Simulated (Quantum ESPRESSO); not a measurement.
# Magnetic state of FeO (Wuestite) from several starts, part 2 of 2

Does FeO (Wuestite) prefer parallel or opposed moments?

Quantum ESPRESSO 7.5; PBEsol with U = 4.5 eV on Fe d (ortho-atomic projectors); plane waves with GBRV 1.5 PBEsol potentials, no spin-orbit coupling.

So far, absolute magnetization (μB): step 2 (run 1 (ferro +)) 4.05.

### 4. Run 3, typed as antiferro q=(0,0,1/2) +−

This order needs a doubled cell of 4 atoms.

Input file pw.in:

```
&CONTROL
  calculation = 'scf'
  prefix = 'pwscf'
  outdir = './tmp'
  pseudo_dir = './pseudo'
  disk_io = 'nowf'
/
&SYSTEM
  ibrav = 0
  celldm(1) = 8
  nat = 4
  ntyp = 3
  ecutwfc = 40
  ecutrho = 280
  nbnd = 31
  occupations = 'smearing'
  smearing = 'fd'
  degauss = 0.00734986
  nspin = 2
  starting_magnetization(1) = 0.25
  starting_magnetization(2) = -0.25
  starting_magnetization(3) = 0
/
&ELECTRONS
  conv_thr = 8d-09
  electron_maxstep = 150
  mixing_beta = 0.3
/
ATOMIC_SPECIES
Fe1    55.8450 fe_pbesol_v1.5.uspp.F.UPF
Fe2    55.8450 fe_pbesol_v1.5.uspp.F.UPF
O      15.9990 o_pbesol_v1.2.uspp.F.UPF
CELL_PARAMETERS alat
   0.0000000000000    0.5078638959932    0.5078638959932
   0.5078638959932    0.0000000000000    0.5078638959932
   1.0157277919864    1.0157277919864    0.0000000000000
ATOMIC_POSITIONS crystal
Fe1     0.0000000000    0.0000000000    0.0000000000
Fe2     0.0000000000    0.0000000000    0.5000000000
O       0.5000000000    0.5000000000    0.2500000000
O       0.5000000000    0.5000000000    0.7500000000
K_POINTS automatic
12 12 6 0 0 0
HUBBARD {ortho-atomic}
U Fe1-3d 4.5000
U Fe2-3d 4.5000
```

The run is started by

```console
> OMP_NUM_THREADS=1 mpirun -n 4 pw.x -nk 4 -in pw.in > pw.out
```

The program printed:

```text
     [... lines left out ...]
Program PWSCF v.7.5 starts
     [... lines left out ...]
     number of atoms/cell      =            4
     [... lines left out ...]
     number of electrons       =        44.00
     number of Kohn-Sham states=           31
     kinetic-energy cutoff     =      40.0000  Ry
     charge density cutoff     =     280.0000  Ry
     scf convergence threshold =      8.0E-09
     [... lines left out ...]
     12 Sym. Ops., with inversion, found
     [... lines left out ...]
     number of k points=    98  Fermi-Dirac smearing, width (Ry)=  0.0073
     [... lines left out ...]
     iteration # 15     ecut=    40.00 Ry     beta= 0.30
     [... lines left out ...]
     Magnetic moment per site  (integrated on atomic sphere of radius R)
     atom   1 (R=0.209)  charge= 13.5251  magn=  3.4857
     atom   2 (R=0.209)  charge= 13.5251  magn= -3.4857
     atom   3 (R=0.209)  charge=  5.8332  magn= -0.0000
     atom   4 (R=0.209)  charge=  5.8332  magn= -0.0000
     [... lines left out ...]
     Tr[ns(  1)] (up, down, total) =   4.93783  1.21605  6.15389
     [... lines left out ...]
     Tr[ns(  2)] (up, down, total) =   1.21603  4.93784  6.15387
     [... lines left out ...]
     the Fermi energy is    14.6603 ev
!    total energy              =    -564.51704471 Ry
     estimated scf accuracy    <          1.6E-09 Ry
     smearing contrib. (-TS)   =      -0.00747653 Ry
     [... lines left out ...]
     total magnetization       =    -0.00 Bohr mag/cell
     absolute magnetization    =     7.54 Bohr mag/cell
     convergence has been achieved in  15 iterations
```

It took 37 s on 4 MPI ranks of Arm Neoverse V2, shared host; peak memory 0.46 GiB.

Spin moment in the atom's sphere by atom:

| atom | spin moment in the atom's sphere (μB) |
| --- | --- |
| Fe1 | 3.49 |
| Fe2 | -3.49 |
| O3 | 0.00 |
| O4 | 0.00 |

This step gave:

| Quantity | Value |
| --- | --- |
| smearing term TS | 0.1017 eV |
| magnetization | 0 μB |
| absolute magnetization | 7.542 μB |
| final state | antiferromagnetic |

### 5. Start 4: ferro +

Input file pw.in:

```
&CONTROL
  calculation = 'scf'
  prefix = 'pwscf'
  outdir = './tmp'
  pseudo_dir = './pseudo'
  disk_io = 'nowf'
/
&SYSTEM
  ibrav = 0
  celldm(1) = 8
  nat = 2
  ntyp = 2
  ecutwfc = 40
  ecutrho = 280
  nbnd = 20
  occupations = 'smearing'
  smearing = 'fd'
  degauss = 0.00734986
  nspin = 2
  starting_magnetization(1) = 0.25
  starting_magnetization(2) = 0
/
&ELECTRONS
  conv_thr = 4d-09
  electron_maxstep = 150
  mixing_beta = 0.3
/
ATOMIC_SPECIES
Fe     55.8450 fe_pbesol_v1.5.uspp.F.UPF
O      15.9990 o_pbesol_v1.2.uspp.F.UPF
CELL_PARAMETERS alat
   0.0000000000000    0.5078638959932    0.5078638959932
   0.5078638959932    0.0000000000000    0.5078638959932
   0.5078638959932    0.5078638959932    0.0000000000000
ATOMIC_POSITIONS crystal
Fe      0.0000000000    0.0000000000    0.0000000000
O       0.5000000000    0.5000000000    0.5000000000
K_POINTS automatic
12 12 12 0 0 0
HUBBARD {ortho-atomic}
U Fe-3d 4.5000
```

The program printed:

```text
     [... lines left out ...]
Program PWSCF v.7.5 starts
     [... lines left out ...]
     number of atoms/cell      =            2
     [... lines left out ...]
     number of electrons       =        22.00
     number of Kohn-Sham states=           20
     kinetic-energy cutoff     =      40.0000  Ry
     charge density cutoff     =     280.0000  Ry
     scf convergence threshold =      4.0E-09
     [... lines left out ...]
     48 Sym. Ops., with inversion, found
     [... lines left out ...]
     number of k points=    72  Fermi-Dirac smearing, width (Ry)=  0.0073
     [... lines left out ...]
     iteration # 11     ecut=    40.00 Ry     beta= 0.30
     [... lines left out ...]
     Magnetic moment per site  (integrated on atomic sphere of radius R)
     atom   1 (R=0.209)  charge= 13.4960  magn=  3.5814
     atom   2 (R=0.209)  charge=  5.8356  magn=  0.2320
     [... lines left out ...]
     Tr[ns(  1)] (up, down, total) =   4.95283  1.17444  6.12727
     [... lines left out ...]
     the Fermi energy is    15.1168 ev
!    total energy              =    -282.25619190 Ry
     estimated scf accuracy    <          8.4E-11 Ry
     smearing contrib. (-TS)   =      -0.00300379 Ry
     [... lines left out ...]
     total magnetization       =     4.01 Bohr mag/cell
     absolute magnetization    =     4.05 Bohr mag/cell
     convergence has been achieved in  11 iterations
```

The job ended after 6.9 s (4 MPI ranks; peak memory 0.28 GiB; 27 s of CPU time).

Numbers from this step:

* smearing term TS: 0.04087 eV
* magnetization: 4.01 μB
* absolute magnetization: 4.047 μB
* final state: ferromagnetic
* largest moment: 3.581 μB

### 6. The states side by side

An order is kept where moments of 0.15 μB or more survive with the typed signs; meshes match where a doubled cell samples the same k points as the first cell.

Orders:

| start | final state | typed order kept | energy over the lowest (meV a seeded atom) | largest site moment (μB) | net moment (μB a cell of the first run) | mesh matched | CPU time (s) |
| --- | --- | --- | --- | --- | --- | --- | --- |
| ferro + | ferromagnetic | yes | 31.71 | 3.581 | 4.01 | yes | 27.45 |
| antiferro q=(0,1/2,1/2) +- | antiferromagnetic | yes | 302.5 | 3.536 | 0 | yes | 290.9 |
| antiferro q=(0,0,1/2) +- | antiferromagnetic | yes | 0 | 3.486 | 0 | yes | 148.4 |
| ferro + | ferromagnetic | yes | 31.71 | 3.581 | 4.01 | yes | 27.29 |

### 7. Fillings of the first corrected shells

| start | type | spin | occupation numbers |
| --- | --- | --- | --- |
| ferro + | Fe | up | 0.989 0.989 0.989 0.993 0.993 |
| ferro + | Fe | down | 0.095 0.095 0.328 0.328 0.328 |
| antiferro q=(0,1/2,1/2) +- | Fe1 | up | 0.986 0.986 0.988 0.991 0.992 |
| antiferro q=(0,1/2,1/2) +- | Fe1 | down | 0.088 0.091 0.326 0.343 0.343 |
| antiferro q=(0,1/2,1/2) +- | Fe2 | up | 0.088 0.091 0.326 0.344 0.344 |
| antiferro q=(0,1/2,1/2) +- | Fe2 | down | 0.986 0.986 0.988 0.991 0.992 |
| antiferro q=(0,0,1/2) +- | Fe1 | up | 0.985 0.985 0.988 0.990 0.990 |
| antiferro q=(0,0,1/2) +- | Fe1 | down | 0.045 0.099 0.099 0.486 0.486 |
| antiferro q=(0,0,1/2) +- | Fe2 | up | 0.045 0.099 0.099 0.486 0.486 |
| antiferro q=(0,0,1/2) +- | Fe2 | down | 0.985 0.985 0.988 0.990 0.990 |
| ferro + | Fe | up | 0.989 0.989 0.989 0.993 0.993 |
| ferro + | Fe | down | 0.095 0.095 0.328 0.328 0.328 |

### 8. What came out

- moments, largest by run: 3.58, 3.54, 3.49, 3.58 μB
- spread of the energies of the runs with moments: 303 meV a seeded atom

What this shows: Under a U these runs seem to end in unlike orbital states: the fillings of their corrected shells differ, or their energies lie too far apart for exchange alone. The differences are then no exchange energies, and the ranking says little of the magnetic order. Seeding all runs from one set of occupation matrices is the usual remedy. Energies are free energies at an electronic temperature of 1160 K, which lowers moments and differences where the moments are itinerant. The smearing term is large for its width, so states at the Fermi level are partly filled: at this level the cell is a metal or has a gap of a few widths at most. Degenerate orbitals of a corrected shell are partly filled. Whether a state of lower symmetry lies under this one was not tested; under a U it often does.

[Logs and program files are shortened in this print: banners, set-up blocks, solver, clock and traceback lines can be left out without a mark of their own.]

[Logs are printed without paths, hosts, clocks, repeated set-up lines and the standing remarks that a program may print on its own settings, such as how far it seeks lower states.]

[Hosts, paths, dates, database ids (printed as entryN), source tags and the programs' standing remarks are cut or masked in the printed files.]

[Where a cell is said to come from a database of computed structures, the database is the Materials Project.]
